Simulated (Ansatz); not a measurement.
# MgS (Niningerite, Fm-3m): thermal expansion from first principles

Wanted: α(T), C_P(T) and B(T) of MgS (Niningerite) in the quasi-harmonic approximation.

Experimental results on record:
- heat capacity C_P per formula unit 45.6 J/mol/K near room temperature (given in “High-Throughput Prediction of Finite-Temperature Properties using the Quasi-Harmonic Approximation”, 2016, arXiv:1603.06924)

Main program and level: Ansatz 0.2.0; DFT PBEsol, scalar-relativistic, plane waves, PAW.

## Step 1: The starting structure

It takes space group Fm-3m (No. 225, cubic). The conventional cell has a = 5.203 Å, b = 5.203 Å, c = 5.203 Å, α = 90.00°, β = 90.00°, γ = 90.00°. Mg has 6 S at 2.60 Å nearest. Nearest to S lie 6 Mg at 2.60 Å. Farther neighbours and most contacts between anions are not listed.

## Step 2: Probe on a coarse mesh

Before spending time, one coarse run tells the gap and the pressure of the starting cell.

File input.yaml:

```yaml
crystal:
  lattice:
    - [0.0, 2.60165, 2.60165]
    - [2.60165, 0.0, 2.60165]
    - [2.60165, 2.60165, 0.0]
  atoms:
    - { symbol: Mg, position: [0.0, 0.0, 0.0] }
    - { symbol: S, position: [0.5, 0.5, 0.5] }
kpoints:
  mp_grid: { grid: [6, 6, 6] }
hamiltonian:
  xc: pbesol
scf:
  occupations: { method: gaussian, width: 0.1 }
output:
  forces: true
  stress: true
  eigenvalues: true
```

Run with:

```bash
> ansatz run input.yaml --threads 4 --pin off --max-ram 16384MiB --backend cpu --events-out ev --progress --plain --runs-dir out
```

Numbers of over 12 decimals in the logs are rounded to 6 here.

The program printed:

```text
Engine: ansatz 0.2.0, x86_64-unknown-linux-gnu
Pseudopotentials: kind: paw
Pseudopotential: Mg, paw, valence charge 10, recommended cutoff 420 eV (normal), Mg.paw.azcp
Pseudopotential: S, paw, valence charge 6, recommended cutoff 420 eV (normal), S.paw.azcp
Functional definition: PBEsol
  exchange = pbesol_x
  correlation = pbesol_c
Crystal: 2 atoms, lattice volume = 35.219 Å³
Basis set: ecut = 420 eV, 701 PW (Γ), exchange–correlation on 50×50×50 points (8 copies of the dense FFT grid, shifted against one another)
Bands: 12, of which v1, the nominal top of the filled ones, is band 8 counted from 1 (7 counted from 0)
Symmetry: 48 space group operations
Space group: Fm-3m (ITA 225), of the structure as read, at distance tolerance 3.3e-5 Å
k-points: 16 of 216
Non-local potential: Mg, projectors of the file, l = 0: 3, l = 1: 2, l = 2: 1
Non-local potential: S, projectors of the file, l = 0: 2, l = 1: 2, l = 2: 2
PAW form: soft (Blöchl's): semilocal exchange-correlation on the pseudo side does not see the compensation charge
PAW frozen core: Mg, regenerated for the run's functional, and the local potential with it (the file was generated under x = pbe(κ = 0.804, μ = 0.219515), c = pbe(β = 0.066725))
PAW frozen core: S, regenerated for the run's functional, and the local potential with it (the file was generated under x = pbe(κ = 0.804, μ = 0.219515), c = pbe(β = 0.066725))
PAW one-centre angular grid: Mg, 110 points (default); XC on 64 Gauss nodes
PAW one-centre angular grid: S, 110 points (default); XC on 64 Gauss nodes
Initial density: superposition of atomic densities (neutral atoms: chi_scale 0, normalization atom), corrected by the library's trained network
Initial wavefunctions: pseudopotential atomic-orbital guess
Functional: x = pbesol(κ = 0.804, μ = 0.123457), c = pbesol(β = 0.046)
SCF iter   1: F=—  HF=-2799.916213 eV  |F-HF|=—  |Δ(HF+E_count)|=         —  Δρ=3.74e-3  dr2=6.87e-3  ethr=1.77e-3  ⟨swp⟩=6.1  Hψ=1148  notcnv=0
preconditioner: auto → none  [insulator: Δε(μ)=2.637 eV  Ē_g=11.642 eV  σ=0.100 eV  W_gap=1.00  n_scr=8 (ndim 8)  ℏωp=17.7 eV  f_vac=0.000  D(μ)=0.00/eV (n_scr^D=0)  ε∞_Penn≈3.3]
SCF iter   2: F=—  HF=-2799.913425 eV  |F-HF|=—  |Δ(HF+E_count)|=   2.79e-3  Δρ=1.11e-3  dr2=2.88e-4  ethr=4.29e-5  ⟨swp⟩=2.1  Hψ=372  notcnv=0
SCF iter   3: F=—  HF=-2799.913425 eV  |F-HF|=—  |Δ(HF+E_count)|=   2.01e-7  Δρ=3.67e-4  dr2=2.66e-5  ethr=1.80e-6  ⟨swp⟩=2.4  Hψ=296  notcnv=0
SCF iter   4: F=—  HF=-2799.913447 eV  |F-HF|=—  |Δ(HF+E_count)|=   2.14e-5  Δρ=4.74e-5  dr2=4.81e-7  ethr=1.66e-7  ⟨swp⟩=1.0  Hψ=192  notcnv=0
iter 5 did not close the SCF: its close was put off for the readings that it lacked (scf_convergence_deferred on its scf_iter line)
SCF iter   5: F=-2799.913447 eV  HF=-2799.913447 eV  |F-HF|=1.43e-9  |Δ(HF+E_count)|=   2.93e-7  Δρ=3.95e-6  dr2=1.57e-9  ethr=3.01e-9  ⟨swp⟩=2.1  Hψ=244  notcnv=0
SCF iter   6: F=-2799.913447 eV  HF=-2799.913447 eV  |F-HF|=5.00e-12  |Δ(HF+E_count)|=   1.71e-9  Δρ=2.03e-7  dr2=5.62e-12  ethr=9.84e-12  ⟨swp⟩=1.8  Hψ=552  notcnv=0
SCF 1 converged in 6 iterations: F = -2799.913447 eV  dr2 = 5.62e-12
  greatest PAW one-centre occupation: 1.000 electrons in one spin orbital (limit 2), on the Mg atom at site 0 (counted from 0), in its partial waves of l = 0
SCF converged after 6 iterations
Free energy (F): -2799.913447 eV
Harris-Foulkes:  -2799.913447 eV  (|F-HF|=5.00e-12)
Internal energy: -2799.913447 eV  (E = F + TS)
E sigma→0 (E₀):  -2799.913447 eV
Fermi energy:    7.686714 eV
--- Per-component energies (eV) ---
  E_band       = -330.838535
  E_kinetic    = 184.860785
  E_local      = -1665.707848  (includes V_loc(G=0)·N_el)
  E_nonlocal   = 124.244471
  E_hartree    = 592.317175
  E_xc         = -126.297641
  E_vxc        = -126.557549  (∫ρ·V_xc dr)
  E_paw        = -865.711179  (= ΣΔE_a)
  E_vpaw       = -32.312782  (= ΣTr[D̂ρ^β])
  E_aug_tail   = -0.000001  (compensation charges beyond the density's cutoff)
  E_ewald      = -1043.740020
  E_core_change = 0.120812  (= ΣΔE_core)
  E_smearing   = -0.000000  (= −TS)
  E_closure    = -0.000000  (closes the sum)
  Σ components = -2799.913447   (vs F -2799.913447, Δ=0.00e0)
--- Forces (eV/Å), atoms counted from 1 ---
  atom   1  Mg    -0.00000000     0.00000000    -0.00000000
  atom   2  S      0.00000000    -0.00000000     0.00000000
  max |Σ_I F_I| component: 4.03e-30 eV/Å
--- Stress (GPa, compression-positive) ---
       -0.908302      -0.000000       0.000000
       -0.000000      -0.908302      -0.000000
        0.000000       0.000000      -0.908302
  P = ⅓ Tr σ = -0.9083 GPa (-9.083 kbar)
--- Band table (eV; the first three rows and the last of 16) ---
  k-point 0: bands = [... 4 lower, -6.3439, 6.3368, 6.3368, 6.3368, 9.9294, 14.1482, 14.1482, 14.1482]
  k-point 1: bands = [... 4 lower, -6.0757, 4.6803, 6.1654, 6.1654, 11.0306, 13.8556, 14.4179, 14.4179]
  k-point 2: bands = [... 4 lower, -5.4272, 2.4474, 5.8695, 5.8695, 10.9703, 13.5614, 13.5614, 15.5983]
  k-point 15: bands = [... 4 lower, -4.6059, 2.5329, 3.7173, 4.0929, 10.6825, 12.4116, 15.3889, 15.9904]
```

It took 1.4 s on 4 threads of Intel Xeon Platinum 8488C (Sapphire Rapids), shared host; peak memory 0.32 GiB.

The column dr2 measures how far the density is from self-consistency, as an energy; F and HF (Harris–Foulkes) agree once it is small.

Numbers from this step:

```
pressure          : -0.9083 GPa
gap on the k-mesh : 2.700 eV
volume per atom   : 17.61 Å³
```

The start is under -0.91 GPa at this level and looks like an insulator or semiconductor on this mesh.

## Step 3: Relaxation

Phonons are second derivatives about a minimum, so cell and atoms are relaxed first, inside the symmetry of the start.

input.yaml, the sections that differ from step 2:

```yaml
kpoints:
  mp_grid: { grid: [8, 8, 8] }
scf:
  occupations: { method: gaussian, width: 0.02 }
output:
  forces: true
  stress: true
  eigenvalues: true
  write_density: true
  write_potential: true
  elf: true
  volumetric_format: npy
relax:
  adjacent_minimum: "off"
  f_tol: 0.005
  max_steps: 80
  cell: { stress_tol: 0.05 }
# crystal, hamiltonian: as in step 2
```

The program printed:

```text
[...]
Crystal: 2 atoms, lattice volume = 35.219 Å³
Basis set: ecut = 420 eV, 701 PW (Γ), exchange–correlation on 50×50×50 points (8 copies of the dense FFT grid, shifted against one another)
Bands: 12, of which v1, the nominal top of the filled ones, is band 8 counted from 1 (7 counted from 0)
Symmetry: 48 space group operations
[...]
k-points: 29 of 512
[...]
SCF iter   1: F=—  HF=-2799.919192 eV  |F-HF|=—  |Δ(HF+E_count)|=         —  Δρ=3.81e-3  dr2=7.16e-3  ethr=1.77e-3  ⟨swp⟩=7.0  Hψ=2150  notcnv=0
[...]
SCF iter   6: F=-2799.916384 eV  HF=-2799.916384 eV  |F-HF|=9.09e-13  |Δ(HF+E_count)|=   1.46e-9  Δρ=2.08e-7  dr2=4.69e-12  ethr=1.06e-11  ⟨swp⟩=4.1  Hψ=1629  notcnv=0
SCF 1 converged in 6 iterations: F = -2799.916384 eV  dr2 = 4.69e-12
[...]
relax step   1: F+E_penalty+E_count = -2799.91638398 eV  Δ(F+E_penalty+E_count) = +0.000e0 eV  max|allowed force component| = 2.268e-30 eV/Å  Δτ_max = 0.0000 Å  P = -0.935 GPa  Ω = 35.219 Å³  (6 SCF iters, accepted)
Crystal: 2 atoms, lattice volume = 34.857 Å³
[...]
iter 1 solved again at ethr=2.37e-7 eV; its pass at ethr=3.10e-3 eV (dr2=3.79e-5 eV) is discarded
[...]
SCF iter   4: F=-2799.917631 eV  HF=-2799.917631 eV  |F-HF|=7.62e-9  |Δ(HF+E_count)|=   1.61e-8  Δρ=6.22e-6  dr2=1.27e-8  ethr=1.25e-9  ⟨swp⟩=9.2  Hψ=2267  notcnv=0
SCF 2 converged in 4 iterations: F = -2799.917631 eV  dr2 = 1.27e-8
relax step   2: F+E_penalty+E_count = -2799.91763092 eV  Δ(F+E_penalty+E_count) = -1.247e-3 eV  max|allowed force component| = 8.743e-30 eV/Å  Δτ_max = 0.0000 Å  P = -0.152 GPa  Ω = 34.857 Å³  energy of the carried Pulay correction = +1.182e-5 eV  (4 SCF iters, dr2 threshold 2.00e-7 eV, accepted)
Crystal: 2 atoms, lattice volume = 34.788 Å³
Basis set: ecut = 420 eV, 645 PW (Γ), exchange–correlation on 50×50×50 points (8 copies of the dense FFT grid, shifted against one another)
[...]
SCF iter   3: F=-2799.917666 eV  HF=-2799.917666 eV  |F-HF|=2.23e-9  |Δ(HF+E_count)|=   2.99e-8  Δρ=5.43e-6  dr2=9.69e-9  ethr=3.63e-10  ⟨swp⟩=8.7  Hψ=2247  notcnv=0
SCF 3 converged in 3 iterations: F = -2799.917666 eV  dr2 = 9.69e-9
relax step   3: F+E_penalty+E_count = -2799.91766574 eV  Δ(F+E_penalty+E_count) = -3.482e-5 eV  max|allowed force component| = 2.498e-30 eV/Å  Δτ_max = 0.0000 Å  P = +0.003 GPa  Ω = 34.788 Å³  energy of the carried Pulay correction = +1.410e-5 eV  (3 SCF iters, dr2 threshold 5.81e-8 eV, accepted)
[...]
SCF iter   1: F=—  HF=-2799.917640 eV  |F-HF|=—  |Δ(HF+E_count)|=         —  Δρ=6.25e-6  dr2=7.22e-9  ethr=4.39e-6  ⟨swp⟩=2.2  Hψ=2779  notcnv=0
eigensolver tolerance schedule: the retry pair's looser diagonalisation over-reported the residual by 97183.16 of it (diagonalisation noise at an unbounded share of the residual, at the tolerance the schedule requests for it); recorded, not acted on — ethr = c·dr2/N_el stays at c = 1.0e-1
[...]
SCF iter   2: F=—  HF=-2799.917650 eV  |F-HF|=—  |Δ(HF+E_count)|=   9.70e-6  Δρ=3.06e-6  dr2=1.94e-9  ethr=4.52e-11  ⟨swp⟩=4.0  Hψ=838  notcnv=0
[...]
SCF iter   4: F=-2799.917650 eV  HF=-2799.917650 eV  |F-HF|=7.28e-12  |Δ(HF+E_count)|=  2.59e-10  Δρ=2.34e-7  dr2=1.75e-11  ethr=1.00e-12  ⟨swp⟩=4.1  Hψ=1501  notcnv=0
SCF 4 converged in 4 iterations: F = -2799.917650 eV  dr2 = 1.75e-11
relax step   4: F+E_penalty+E_count = -2799.91765007 eV  Δ(F+E_penalty+E_count) = +1.567e-5 eV  max|allowed force component| = 6.985e-31 eV/Å  Δτ_max = 0.0000 Å  P = +0.003 GPa  Ω = 34.788 Å³  stress off target by 3.16e-3 GPa  SCF on the basis re-selected at this cell (its energy is not comparable with the rows above)  (4 SCF iters)
basis re-selected at this cell: Δ(F+E_penalty+E_count) = +1.567e-5 eV, ΔP = +0.000 GPa vs the last step (what re-selecting the basis moved, of the pressure what is left beyond the Pulay correction that the steps carried, after the strain that the cell walked since its last selection, with what the two solves' SCF thresholds leave and, on support functions, any second-order correction that the steps lacked; it is no m [...]
SCF converged after 4 iterations
Free energy (F): -2799.917650 eV
[...]
Internal energy: -2799.917650 eV  (E = F + TS)
E sigma→0 (E₀):  -2799.917650 eV
Fermi energy:    7.841034 eV
[...]
--- Stress (GPa, compression-positive) ---
        0.003158      -0.000000      -0.000000
       -0.000000       0.003158      -0.000000
       -0.000000      -0.000000       0.003158
  P = ⅓ Tr σ = 0.0032 GPa (0.032 kbar)
--- Band table (eV; the first three rows and the last of 29) ---
  k-point 0: bands = [... 4 lower, -6.2739, 6.4777, 6.4777, 6.4777, 10.1678, 14.2831, 14.2831, 14.2831]
  k-point 1: bands = [... 4 lower, -6.1173, 5.4014, 6.3724, 6.3724, 10.9721, 13.9733, 14.5382, 14.5382]
  k-point 2: bands = [... 4 lower, -5.6925, 3.6012, 6.1436, 6.1436, 11.3466, 14.1918, 14.1918, 14.7379]
  k-point 28: bands = [... 4 lower, -4.4807, 3.1486, 3.1486, 4.0526, 11.7237, 14.3091, 14.3091, 14.4836]
--- Relaxed structure (3 steps of the walk, 3 accepted, 1 SCFs on fresh bases) ---
  F+E_penalty+E_count = -2799.91765007 eV   max|allowed force component| = 6.985e-31 eV/Å   (the final SCF, on the basis selected at the relaxed cell)
  cell:  # Å, volume = 34.7878 Å³
    - [0, 2.590991, 2.590991]
    - [2.590991, 0, 2.590991]
    - [2.590991, 2.590991, 0]
  atoms:
    - { symbol: Mg, position: [0, 0, 0] }
    - { symbol: S, position: [0.5, 0.5, 0.5] }
```

Elapsed: 2.1 s, on 4 threads; peak memory 0.36 GiB; 3.9 s of CPU time.

Relaxation path:

```csv
step,energy less that of the first step (eV),largest force component (eV/Å),pressure (GPa),volume (Å³)
1,0.0000,0.0000,-0.94,35.22
2,-0.0012,0.0000,-0.15,34.86
3,-0.0013,0.0000,0.00,34.79
4*,-0.0013,0.0000,0.00,34.79
```

Relaxation steps marked * repeat the geometry before them on a plane-wave basis chosen anew for their cell, so energy and pressure can jump there.

The run keeps the 48 symmetry operations that it works with, so distortions that break them were not tested.

```
conventional cell, symmetrised  before  after  change
                         a (Å)   5.203  5.182  -0.4 %
                         b (Å)   5.203  5.182  -0.4 %
                         c (Å)   5.203  5.182  -0.4 %
              volume (Å³/atom)   17.61  17.39  -1.2 %
```

Final coordinates:

```
Mg S
1.0
     0.00000    2.59099    2.59099
     2.59099    0.00000    2.59099
     2.59099    2.59099    0.00000
Mg S
1 1
Direct
  0.00000 0.00000 0.00000
  0.50000 0.50000 0.50000
```

Numbers from this step:

* pressure: 0.003158 GPa
* gap on the k-mesh: 2.727 eV
* volume per atom: 17.39 Å³

Electrostatic potential energy in the ac plane of the conventional cell at fractional y = 0.000, with atoms of Mg and S within 0.2 Å of it. With pseudopotentials it is smooth inside the atoms' cores, unlike the true potential.

Ten even steps from '0' (-63 eV) to '9' (10 eV), each cell a mean:
```
04899645479861
57999865799986
89999998999998
99999999999999
78999988899997
45899743689974
54798500389855
54798610489964
57999865799986
89999988999999
99999999999999
88999977899998
36899744589974
03898555479850
```
Columns run along a (5.2 Å; values clipped at the 3rd and 97th percentile), rows up along c (5.2 Å), edges of the conventional cell, whose origin can differ from the input's. Atoms in or near the plane, at fractional coordinates: Mg at (0.00, 0.00), Mg at (0.50, 0.50), S at (0.50, 0.00), S at (0.00, 0.50).

ELF in the ac plane of the conventional cell at fractional y = 0.000, with atoms of Mg and S within 0.2 Å of it. It is the smooth field of the valence electrons, not physical close to the nuclei.

Values, 14 rows by 14 columns, each cell a mean:
```
0.35 0.33 0.10 0.51 0.83 0.80 0.42 0.29 0.68 0.85 0.72 0.19 0.22 0.36
0.25 0.13 0.08 0.40 0.73 0.83 0.80 0.78 0.84 0.80 0.57 0.16 0.08 0.22
0.19 0.19 0.15 0.20 0.47 0.73 0.83 0.85 0.80 0.61 0.29 0.13 0.16 0.19
0.73 0.66 0.42 0.19 0.20 0.40 0.51 0.51 0.46 0.27 0.15 0.29 0.57 0.72
0.85 0.83 0.71 0.42 0.15 0.08 0.10 0.12 0.09 0.09 0.27 0.61 0.80 0.85
0.59 0.78 0.83 0.66 0.19 0.13 0.33 0.35 0.23 0.09 0.46 0.80 0.84 0.68
0.12 0.59 0.85 0.73 0.19 0.25 0.35 0.28 0.35 0.12 0.51 0.85 0.78 0.29
0.29 0.68 0.85 0.72 0.19 0.22 0.36 0.35 0.33 0.10 0.51 0.83 0.80 0.42
0.78 0.84 0.80 0.57 0.16 0.08 0.22 0.25 0.13 0.08 0.40 0.73 0.83 0.80
0.85 0.80 0.61 0.29 0.13 0.16 0.19 0.19 0.19 0.15 0.20 0.47 0.73 0.83
0.51 0.46 0.27 0.15 0.29 0.57 0.72 0.73 0.66 0.42 0.19 0.20 0.40 0.51
0.12 0.09 0.09 0.27 0.61 0.80 0.85 0.85 0.83 0.71 0.42 0.15 0.08 0.10
0.35 0.23 0.09 0.46 0.80 0.84 0.68 0.59 0.78 0.83 0.66 0.19 0.13 0.33
0.28 0.35 0.12 0.51 0.85 0.78 0.29 0.12 0.59 0.85 0.73 0.19 0.25 0.35
```
Columns run along a (5.2 Å), rows up along c (5.2 Å), edges of the conventional cell, whose origin can differ from the input's. Atoms in or near the plane, at fractional coordinates: Mg at (0.00, 0.00), Mg at (0.50, 0.50), S at (0.50, 0.00), S at (0.00, 0.50).

Valence density in the ac plane of the conventional cell at fractional y = 0.000, with atoms of Mg and S within 0.2 Å of it. It is the smooth field of the valence electrons, not physical close to the nuclei.

Values in e/Å³, 14 rows by 14 columns, each cell a mean:
```
16  4  0  0  1  1  1  1  1  1  0  0  1 10
 2  0  0  0  0  1  1  1  1  0  0  0  0  1
 0  0  0  0  0  0  1  1  0  0  0  0  0  0
 0  0  0  0  0  0  0  0  0  0  0  0  0  0
 1  1  0  0  0  0  0  0  0  0  0  0  0  1
 1  1  1  0  0  0  4  6  1  0  0  0  1  1
 0  1  1  0  0  2 16 23  6  0  0  1  1  1
 1  1  1  0  0  1 10 16  4  0  0  1  1  1
 1  1  0  0  0  0  1  2  0  0  0  0  1  1
 1  0  0  0  0  0  0  0  0  0  0  0  0  1
 0  0  0  0  0  0  0  0  0  0  0  0  0  0
 0  0  0  0  0  0  1  1  1  0  0  0  0  0
 6  1  0  0  0  1  1  1  1  1  0  0  0  4
23  6  0  0  1  1  1  0  1  1  0  0  2 16
```
Columns run along a (5.2 Å), rows up along c (5.2 Å), edges of the conventional cell, whose origin can differ from the input's. Atoms in or near the plane, at fractional coordinates: Mg at (0.00, 0.00), Mg at (0.50, 0.50), S at (0.50, 0.00), S at (0.00, 0.50).

The relaxation ends with a pressure of 0.00 GPa.

## Step 4: Relaxing to small residual forces and stress

The relaxation is repeated with tighter thresholds on force and stress, since phonons are sensitive to what is left; a change of mesh or smearing in the input moves the cell too.

File input.yaml:

```yaml
crystal:
  lattice:
    - [0.0, 2.5909905692, 2.5909905692]
    - [2.5909905692, 0.0, 2.5909905692]
    - [2.5909905692, 2.5909905692, 0.0]
  atoms:
    - { symbol: Mg, position: [0.0, 0.0, 0.0] }
    - { symbol: S, position: [0.5, 0.5, 0.5] }
kpoints:
  mp_grid: { grid: [8, 8, 8] }
hamiltonian:
  xc: pbesol
scf:
  occupations: { method: fixed }
output:
  forces: true
  stress: true
  eigenvalues: true
relax:
  adjacent_minimum: "off"
  f_tol: 0.001
  max_steps: 60
  cell: { stress_tol: 0.01 }
```

The program printed:

```text
[...]
Crystal: 2 atoms, lattice volume = 34.788 Å³
Basis set: ecut = 420 eV, 645 PW (Γ), exchange–correlation on 50×50×50 points (8 copies of the dense FFT grid, shifted against one another)
Bands: 12, of which v1, the nominal top of the filled ones, is band 8 counted from 1 (7 counted from 0)
Symmetry: 48 space group operations
[...]
k-points: 29 of 512
[...]
k-point 28: bands = [... 4 lower, -4.4807, 3.1486, 3.1486, 4.0526, 11.7237, 14.3091, 14.3091, 14.4836]
--- Relaxed structure (1 steps of the walk, 1 accepted, 1 SCFs on fresh bases) ---
[...]
cell:  # Å, volume = 34.7878 Å³
    - [0.0, 2.5909905692, 2.5909905692]
    - [2.5909905692, 0.0, 2.5909905692]
    - [2.5909905692, 2.5909905692, 0.0]
  atoms:
    - { symbol: Mg, position: [0.0, 0.0, 0.0] }
    - { symbol: S, position: [0.5, 0.5, 0.5] }
[key lines of the parts left out:]
SCF converged after 7 iterations
Free energy (F): -2799.917650 eV
Fermi energy:    6.477742 eV
P = ⅓ Tr σ = 0.0032 GPa (0.032 kbar)
```

Run time: 0.6 s. Hardware: 4 threads; peak memory 0.35 GiB; 1.6 s of CPU time.

Little changed from the start: no atom moved by 0.005 Å and no cell edge by 0.1 %.

The residual pressure is 0.0032 GPa, small enough for phonons.

## Step 5: Relaxing at another setting

The functional, the potentials or the cutoff change, so the crystal is relaxed again at the new setting.

input.yaml: that of step 4 with these lines changed.

```diff
@@ -18,2 +18,4 @@
   eigenvalues: true
+basis:
+  ecutwfc: 550.0
 relax:
```

A higher cutoff as a rule lowers the total energy; the question is whether the property still moves.

The program printed:

```text
[...]
Crystal: 2 atoms, lattice volume = 34.788 Å³
Basis set: ecut = 550 eV, 965 PW (Γ), exchange–correlation on 60×60×60 points (8 copies of the dense FFT grid, shifted against one another)
Bands: 12, of which v1, the nominal top of the filled ones, is band 8 counted from 1 (7 counted from 0)
Symmetry: 48 space group operations
[...]
k-points: 29 of 512
[...]
k-point 28: bands = [... 4 lower, -4.4808, 3.1486, 3.1486, 4.0525, 11.7235, 14.3089, 14.3089, 14.4830]
--- Relaxed structure (1 steps of the walk, 1 accepted, 1 SCFs on fresh bases) ---
[...]
cell:  # Å, volume = 34.7878 Å³
    - [0.0, 2.5909905692, 2.5909905692]
    - [2.5909905692, 0.0, 2.5909905692]
    - [2.5909905692, 2.5909905692, 0.0]
  atoms:
    - { symbol: Mg, position: [0.0, 0.0, 0.0] }
    - { symbol: S, position: [0.5, 0.5, 0.5] }
[key lines of the parts left out:]
SCF converged after 5 iterations
Free energy (F): -2799.918140 eV
Fermi energy:    6.477686 eV
P = ⅓ Tr σ = -0.0005 GPa (-0.005 kbar)
```

Wall time 0.64 s (4 threads); peak memory 0.38 GiB; 1.8 s of CPU time.

Little changed from the start: no atom moved by 0.005 Å and no cell edge by 0.1 %.

Numbers from this step:

| Property | Result |
| --- | --- |
| pressure | -5.39e-4 GPa |

The residual pressure is -5.4e-4 GPa, small enough for phonons.

(Part 1 of 4 ends here.)

[Logs are printed without paths, hosts, clocks, repeated set-up lines and the standing remarks that a program may print on its own settings, such as how far it seeks lower states.]

[Hosts, paths, dates, database ids (printed as entryN), source tags and the programs' standing remarks are cut or masked in the printed files.]

[A step with changed settings may run another functional than the one named; its input shows which.]
